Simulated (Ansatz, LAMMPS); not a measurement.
**Structural relaxation of amorphous 64SiO2-25Y2O3-11Al2O3 (mol %) (164 atoms)**

How does amorphous 64SiO2-25Y2O3-11Al2O3 (mol %) (164 atoms) relax, and what do bonds, charges and levels look like afterwards?

Method: Kohn-Sham DFT, PBE, PAW (set soft_2), plane waves, in Ansatz 0.2.0.

## 1. The starting structure

The cell holds 164 atoms: 28 Si, 22 Y, 10 Al and 104 O. Its edges and angles: a = 13.250 Å, b = 13.250 Å, c = 13.250 Å, α = 90.0°, β = 90.0°, γ = 90.0°. 164 atoms (28 Si, 22 Er, 10 Al, 104 O) placed at random at 4.5 g/cm³, melted at 5000 K for 10 ps at fixed volume with the Morse and Coulomb pair potential with partial charges (Pedone, Malavasi, Menziani, Cormack and Segre, J. Phys. Chem. B 110, 11780 (2006)). Quenched from 5000 K to 300 K at 300 K/ps and fixed volume, held 10 ps at zero pressure, then minimised at fixed cell. Then Er was replaced by Y and the cell scaled by 1.01 (the potential has no terms for the new elements, so the cell is a start for a DFT relaxation).

Before any run, some limits are plain. The quench rate of 300 K/ps is orders of magnitude faster than experiment, which tends to freeze in extra defects. The network of bonds at the start is that of the classical potential that made the cell. The Brillouin zone is sampled at Γ only, in a cell whose shortest periodic width is 13 Å.

## 2. Single point at the start

A single point comes first, to see the forces before anything moves.

The input, input.yaml:

```yaml
crystal:
  lattice:
    - [13.2503, 0.0, 0.0]
    - [0.0, 13.2503, 0.0]
    - [0.0, 0.0, 13.2503]
  atoms:
    - { symbol: Si, position: [0.31948, 0.81984, 0.60563] }
    - { symbol: Si, position: [0.75154, 0.00861, 0.31622] }
    - { symbol: Si, position: [0.1096, 0.83758, 0.10274] }
    - { symbol: Si, position: [0.94552, 0.76516, 0.70432] }
    [... 154 atom lines left out ...]
    - { symbol: O, position: [0.84081, 0.79783, 0.51419] }
    - { symbol: O, position: [0.40727, 0.55302, 0.85444] }
    - { symbol: O, position: [0.13008, 0.31943, 0.26236] }
    - { symbol: O, position: [0.9879, 0.52195, 0.7745] }
    - { symbol: O, position: [0.43664, 0.59598, 0.28594] }
    - { symbol: O, position: [0.56993, 0.27749, 0.05139] }
kpoints:
  mp_grid: { grid: [1, 1, 1] }
hamiltonian:
  xc: pbe
scf:
  occupations: { method: fermi_dirac, width: 0.025 }
output:
  forces: true
  stress: true
  populations: true
  dos:
    method: { smearing: { sigma: 0.1 } }
    de: 0.1
    projected: { site_lists: { Al: [Al], O: [O], Si: [Si], "Y": ["Y"] } }
  eigenvalues: true
```

Launch:

```console
ansatz run input.yaml --threads 4 --pin off --max-ram 8192MiB --backend cpu --events-out ev --progress --plain --runs-dir out
```

It took 72 s on 4 threads of Arm Neoverse V2, shared host; peak memory 3.9 GiB; 4.6 min of CPU time.

Read from the output:

| Quantity | Value |
| --- | --- |
| free energy | -167088.2939 eV |
| free energy per atom | -1018.8311 eV/atom |
| SCF cycles | 10 |
| pressure | 0.3781 GPa |
| r.m.s. force component | 0.75 eV/Å |
| longest force | 2.728 eV/Å |
| Fermi energy | 6.92 eV |
| gap (highest filled to lowest empty level) | 2.798 eV |
| spilling of the projection | 0.008798 |

The r.m.s. force component of 0.75 eV/Å and the pressure of 0.38 GPa set the starting point.

Neighbours are counted within 2.12 Å (O-Si), 3.12 Å (O-Y), 2.27 Å (O-Al).

Length of the force by element and coordination:

```csv
element,coordination,atoms,mean length of the force (eV/Å),spread,least,most
Al,all,10,0.921,0.300,0.513,1.39
O,all,104,1.21,0.518,0.223,2.73
O,2,35,1.29,0.582,0.285,2.73
O,3,64,1.16,0.476,0.223,2.29
O,4,5,1.33,0.481,0.743,1.91
Si,all,28,1.40,0.484,0.387,2.40
Y,all,22,0.970,0.452,0.337,2.18
Y,5,7,0.782,0.285,0.389,1.29
Y,6,11,1.15,0.474,0.585,2.18
Y,7,3,0.893,0.442,0.337,1.42
Y,8,1,0.490,0,0.490,0.490
```

## 3. Cell and atoms relaxed

The cell is relaxed with the atoms, since the starting lattice needn't suit this functional.

input.yaml, the sections that differ from step 2:

```yaml
output:
  forces: true
relax:
  f_tol: 0.05
  max_steps: 177
  cell: {}
# crystal, kpoints, hamiltonian, scf: as in step 2
```

Wall time 23 min (4 threads); peak memory 3.9 GiB; 90 min of CPU time.

Relaxation path (22 of 31):

```csv
step,energy less that of the first step (eV),largest force component (eV/Å),pressure (GPa),volume (Å³)
1,0.0000,2.5661,0.38,2326.36
2,-3.9782,1.5670,2.34,2268.62
4,-5.9832,0.3377,0.04,2290.74
5,-6.2338,0.2960,-0.06,2289.56
7,-6.3905,0.1567,0.01,2285.62
8,-6.4132,0.1400,0.00,2285.45
10,-6.4347,0.1138,0.00,2286.15
11,-6.4392,0.1349,-0.02,2285.73
12,-6.4480,0.0433,0.00,2285.88
14,-6.4225,0.2705,-0.02,2284.90
15,-6.4499,0.0953,0.03,2283.58
17,-6.4719,0.2312,0.00,2281.18
18,-6.4834,0.4402,-0.09,2279.26
20,-6.5252,0.2683,-0.05,2283.37
21,-6.5530,0.5308,0.02,2281.02
22,-6.5240,0.2724,-0.02,2284.46
24,-6.5809,0.0617,0.00,2282.39
25,-6.5582,0.2017,0.00,2280.79
27,-6.5904,0.0202,0.00,2282.30
28,-6.5833,0.0202,0.00,2282.30
30,-6.5841,0.0392,0.00,2282.25
31,-6.5839,0.0392,0.00,2282.25
```

Relaxation steps 9, 14, 22, 25, 29 were tried and not accepted.

| cell as run | before | after | change |
| --- | --- | --- | --- |
| a (Å) | 13.250 | 13.231 | -0.1 % |
| b (Å) | 13.250 | 12.880 | -2.8 % |
| c (Å) | 13.250 | 13.425 | +1.3 % |
| α (°) | 90.00 | 92.77 | +3.1 % |
| β (°) | 90.00 | 87.18 | -3.1 % |
| γ (°) | 90.00 | 90.88 | +1.0 % |
| volume (Å³/atom) | 14.19 | 13.92 | -1.9 % |

The atoms that moved most (Å, as changes of fractional coordinates times the final cell):

```csv
atom,dx,dy,dz,length
O119,-0.103,0.235,0.640,0.690
O164,-0.598,0.128,-0.141,0.628
O116,-0.019,0.105,0.616,0.625
Y39,-0.194,0.151,-0.546,0.599
O134,-0.467,0.214,0.194,0.549
Y50,-0.157,-0.488,-0.154,0.535
O65,-0.078,0.504,0.077,0.516
O158,0.450,-0.070,0.236,0.513
```

The relaxation changed the energy by -40.1 meV/atom, and atoms moved by 0.27 Å r.m.s., 0.69 Å at most.

## 4. Local order after relaxation

Bonds before and after, by the cutoffs listed below:

```csv
pair,bonds before,bonds after,mean before (Å),mean after (Å),spread before (Å),spread after (Å)
O-Si,112,112,1.630,1.644,0.039,0.031
O-Y,127,132,2.370,2.358,0.185,0.201
O-Al,40,40,1.766,1.776,0.051,0.037
```

Density 3.40 g/cm³, 13.92 Å³ an atom.

Pair distribution functions g(r), in bins of 0.2 Å:

```csv
r (Å),total,O-O,O-Si,O-Y,O-Al,Si-Si,Si-Y
1.50,0.33,0.00,1.51,0.00,0.00,0.00,0.00
1.70,3.18,0.00,11.47,0.00,9.00,0.00,0.00
1.90,0.16,0.00,0.00,0.00,2.06,0.00,0.00
2.10,0.42,0.00,0.00,2.45,0.00,0.00,0.00
2.30,0.75,0.00,0.00,4.39,0.00,0.00,0.00
2.50,0.65,0.83,0.00,1.89,0.00,0.00,0.00
2.70,1.61,3.69,0.04,0.60,0.13,0.00,0.00
2.90,0.85,1.60,0.04,0.29,0.10,1.64,0.51
3.10,0.94,1.27,0.42,0.29,0.27,3.42,1.06
3.30,0.91,1.00,0.66,0.36,1.21,1.31,1.86
3.50,1.02,0.85,1.10,0.40,1.35,0.00,3.81
3.70,0.88,0.54,1.12,0.84,0.70,0.34,2.35
3.90,1.03,0.71,1.52,1.12,1.39,0.60,1.18
4.10,1.12,0.73,1.95,1.28,1.34,0.68,0.27
4.30,1.08,0.67,1.64,1.19,1.98,1.26,0.32
4.50,0.96,0.80,0.91,1.25,1.38,0.58,1.08
4.70,1.08,1.15,0.77,1.48,0.95,1.56,0.81
4.90,1.08,1.29,0.63,1.39,0.69,0.96,0.80
5.10,1.04,1.30,0.82,1.06,0.47,1.43,0.85
5.30,1.00,1.25,0.85,0.67,0.84,1.08,0.68
5.50,0.90,1.04,0.78,0.73,0.87,1.22,0.83
5.70,1.01,1.01,1.15,0.87,1.02,1.21,0.86
5.90,0.97,0.92,0.95,0.90,1.28,0.47,1.48
6.10,1.00,0.94,1.21,0.79,0.92,0.81,1.42
6.30,0.94,0.83,1.13,0.94,0.97,0.82,1.15
```

Bonds by pair of elements; cutoffs follow the first minimum of g(r), held within bounds set by covalent radii, and pairs that aren't listed don't count as bonded:

| pair A-B | cutoff (Å) | bonds | mean length (Å) | spread (Å) | shortest (Å) | B about A | A about B |
| --- | --- | --- | --- | --- | --- | --- | --- |
| O-Si | 2.08 | 112 | 1.64 | 0.031 | 1.58 | 1.08 | 4 |
| O-Y | 3 | 132 | 2.36 | 0.201 | 2.06 | 1.27 | 6 |
| O-Al | 2.27 | 40 | 1.78 | 0.037 | 1.72 | 0.385 | 4 |

How many atoms have how many bonded neighbours:

```csv
element,mean,2,3,4,5,6,7
Al,4,0,0,10,0,0,0
O,2.73,34,64,6,0,0,0
Si,4,0,0,28,0,0,0
Y,6,0,0,0,5,12,5
```

Bond angles, per cent of each kind in bins of 5°:

```csv
angle (°),O-Y-O,O-Si-O,Si-O-Y,O-Al-O,Y-O-Y
50–55,0.3,0.0,0.0,0.0,0.0
55–60,1.2,0.0,0.0,0.0,0.0
60–65,3.6,0.0,0.0,0.0,0.0
65–70,3.6,0.0,0.0,0.0,0.0
70–75,8.4,0.0,0.0,0.0,0.0
75–80,9.0,0.0,0.0,0.0,0.0
80–85,9.8,0.0,1.9,0.0,5.2
85–90,9.0,0.0,2.8,0.0,3.5
90–95,6.9,0.6,4.7,8.3,6.9
95–100,4.8,6.6,9.3,13.3,15.5
100–105,4.8,11.9,9.3,23.3,17.2
105–110,5.4,37.5,2.8,8.3,12.1
110–115,3.0,27.4,5.6,23.3,8.6
115–120,2.7,12.5,12.1,10.0,12.1
120–125,3.6,3.6,12.1,3.3,3.5
125–130,2.7,0.0,10.3,1.7,6.9
130–135,3.3,0.0,7.5,8.3,0.0
135–140,2.1,0.0,6.5,0.0,5.2
140–145,3.0,0.0,4.7,0.0,1.7
145–150,3.0,0.0,4.7,0.0,0.0
150–155,3.0,0.0,0.0,0.0,0.0
155–160,2.1,0.0,2.8,0.0,0.0
160–165,0.6,0.0,0.9,0.0,1.7
165–170,3.9,0.0,0.9,0.0,0.0
170–175,0.3,0.0,0.9,0.0,0.0
175–180,0.3,0.0,0.0,0.0,0.0
```

Bond angles (no mean is given where the spread exceeds 20°):

| angle | count | mean (°) | spread (°) |
| --- | --- | --- | --- |
| O-Y-O | 335 | - | - |
| O-Si-O | 168 | 109 | 5.7 |
| Si-O-Y | 107 | 120 | 19.5 |
| O-Al-O | 60 | 109 | 11 |
| Y-O-Y | 58 | 109 | 15.7 |

Oxygen atoms by the number of network formers (Si, P, Ge, B, Al, As, Ga) bound to them:

| network formers bound to O | O atoms | per cent |
| --- | --- | --- |
| 0 | 4 | 3.8 |
| 1 | 48 | 46.2 |
| 2 | 52 | 50 |

Network units: each former by its oxygen neighbours and how many of them bridge to another former:

```
former  O neighbours  bridging O  atoms
    Si             4           0      1
    Si             4           1      2
    Si             4           2      7
    Si             4           3     14
    Si             4           4      4
    Al             4           2      3
    Al             4           3      4
    Al             4           4      3
```

Bond length by coordination (bonds to H left out):

```
element  coordination  atoms  mean bond length (Å)
      O             2     34                  1.74
      O             3     64                  2.05
      O             4      6                  2.29
      Y             5      5                  2.27
      Y             6     12                  2.36
      Y             7      5                  2.42
```

First main peaks of g(r), for some of the pairs, lie near 2.7 Å (O-O), 1.6 Å (O-Si), 2.3 Å (O-Y), 1.8 Å (O-Al), 3.0 Å (Si-Si) and 3.5 Å (Si-Y). Counting bonds as in the table, all Al atoms have 4, 62 % of O atoms have 3, all Si atoms have 4 and 55 % of Y atoms have 6 bonded neighbours. Counting bonds to Si and Al alone, not to Y, 50 % of the oxygens join two of these atoms and 46 % one; 4 % join none. The commonest Si unit has 4 oxygens, 3 of them shared with other formers (14 of 28 atoms).

## 5. Single point at the relaxed geometry

One more single point at the end of the walk gives the fuller output and checks the residual forces.

The input, input.yaml:

```yaml
crystal:
  lattice:
    - [13.22709, -0.0959, 0.32712]
    - [-0.0959, 12.87535, -0.31628]
    - [0.32712, -0.31628, 13.41755]
  atoms:
    - { symbol: Si, position: [0.31125, 0.81522, 0.59939] }
    - { symbol: Si, position: [0.76018, 0.00578, 0.31213] }
    - { symbol: Si, position: [0.11637, 0.84423, 0.09628] }
    - { symbol: Si, position: [0.95496, 0.75813, 0.71218] }
    [... 154 atom lines left out ...]
    - { symbol: O, position: [0.81522, 0.80092, 0.51337] }
    - { symbol: O, position: [0.4214, 0.56886, 0.85722] }
    - { symbol: O, position: [0.13866, 0.33207, 0.27508] }
    - { symbol: O, position: [0.98664, 0.51773, 0.78785] }
    - { symbol: O, position: [0.43663, 0.62578, 0.30938] }
    - { symbol: O, position: [0.525, 0.28687, 0.04219] }
kpoints:
  mp_grid: { grid: [1, 1, 1] }
hamiltonian:
  xc: pbe
scf:
  occupations: { method: fermi_dirac, width: 0.025 }
output:
  forces: true
  stress: true
  populations: intrinsic
  dos:
    method: { smearing: { sigma: 0.15 } }
    de: 0.1
    projected: { site_lists: { Al: [Al], O: [O], Si: [Si], "Y": ["Y"] } }
  eigenvalues: true
  write_density: true
  write_potential: true
  volumetric_format: npy
  elf: true
```

Run time: 76 s. Hardware: 4 threads; peak memory 3.8 GiB.

Read from the output:

| Item | Value |
| --- | --- |
| free energy | -167094.8778 eV |
| free energy per atom | -1018.8712 eV/atom |
| SCF cycles | 10 |
| pressure | -0.002723 GPa |
| r.m.s. force component | 0.00723 eV/Å |
| longest force | 0.04973 eV/Å |
| Fermi energy | 7.063 eV |
| gap (highest filled to lowest empty level) | 3.527 eV |

Intrinsic-atomic-orbital charges by element and coordination:

```csv
element,coordination,atoms,mean charge (e),spread,least,most
Al,all,10,1.29,0.0293,1.23,1.35
O,all,104,-0.852,0.0392,-0.929,-0.676
O,2,34,-0.869,0.0296,-0.929,-0.803
O,3,64,-0.845,0.0419,-0.906,-0.676
O,4,6,-0.826,0.014,-0.851,-0.809
Si,all,28,1.68,0.0364,1.61,1.76
Y,all,22,1.31,0.0352,1.26,1.37
Y,5,5,1.31,0.0303,1.27,1.36
Y,6,12,1.31,0.0348,1.26,1.37
Y,7,5,1.30,0.0381,1.26,1.35
```

States in the cell by windows of 1 eV, zero at the Fermi level; the larger projections on atomic orbitals stand beside the total:

```csv
from (eV),to (eV),total,O p,Y d,Si p
-10,-9,18.8,13.0,0.2,1.6
-9,-8,25.2,18.2,0.4,2.5
-8,-7,46.8,34.8,1.4,5.4
-7,-6,71.7,55.2,3.3,6.5
-6,-5,104.5,86.9,5.2,4.4
-5,-4,130.9,114.9,7.7,2.0
-4,-3,131.9,120.8,5.3,1.4
-3,-2,71.8,67.3,2.1,0.7
-2,-1,4.2,3.9,0.1,0.0
-1,1,0.0,0.0,0.0,0.0
1,2,2.0,0.1,0.4,0.0
2,3,25.1,2.1,17.7,0.6
3,4,76.6,6.7,53.2,2.8
4,5,83.6,8.1,50.6,4.7
```

Between -26 and -10 eV lie 358 more states.

The stored curve holds about 964 of the 1008 electrons; the rest, give or take the few that broadening carries across the Fermi level, lie in deeper levels below its range.

The levels nearest the highest filled one (over half full), pooled over k-points and spins:

```csv
level less the highest filled one (eV),occupation
-0.406,2
-0.370,2
-0.316,2
-0.227,2
-0.190,2
0,2
3.53,0
4.08,0
4.17,0
4.30,0
4.37,0
4.43,0
```

Mean intrinsic-atomic-orbital charges: Al +1.29, O -0.85, Si +1.68, Y +1.31 e. The largest share in the top eV of filled states is O p (95 % of the projected weight), and in the lowest eV of empty states Y d (66 % of the projected weight).

1 further run on a deliberately doubtful input is not shown.

## 6. Outcome

| Property | Result |
| --- | --- |
| energy change in the relaxation | -40.15 meV/atom |
| r.m.s. displacement | 0.273 Å |
| largest displacement | 0.69 Å |
| free energy per atom | -1018.8712 eV/atom |
| pressure | -0.002723 GPa |
| r.m.s. force component | 0.00723 eV/Å |
| gap (highest filled to lowest empty level) | 3.527 eV |
| wall time of the 3 DFT runs | 25 min |

In words: Relaxation lowers the energy by 40.1 meV/atom and moves atoms by 0.27 Å r.m.s.; the r.m.s. force component goes from 0.75 to 0.0072 eV/Å, the pressure goes from 0.38 to -0.0027 GPa, and the gap from 2.80 to 3.53 eV. Displacements are taken in the final cell, so they leave out its strain. By the final cutoffs 5 of 279 bonded pairs parted and 10 joined. The cell shrank by 1.9 % in volume. From the first step to the last the energy fell by 6.584 eV, and the largest move was 0.69 Å (O119). The O-Si bonds go from 1.630 Å (spread 0.039) to 1.644 Å (spread 0.031). Counting bonds as in the table, all Al atoms have 4, 62 % of O atoms have 3, all Si atoms have 4 and 55 % of Y atoms have 6 bonded neighbours. Counting bonds to Si and Al alone, not to Y, 50 % of the oxygens join two of these atoms and 46 % one; 4 % join none. Between filled and empty levels lie 3.53 eV (at Γ alone); a semilocal functional tends to put such gaps too low. In a disordered cell it changes from sample to sample, and tail or defect levels can set it.

**Limits.** The starting topology of bonds comes from the classical model; in DFT 5 of its 279 bonded pairs passed out of the cutoffs and 10 came within them.

[Logs are printed without paths, hosts, clocks, repeated set-up lines and the standing remarks that a program may print on its own settings, such as how far it seeks lower states.]

[Hosts, paths, dates, database ids (printed as entryN), source tags and the programs' standing remarks are cut or masked in the printed files.]
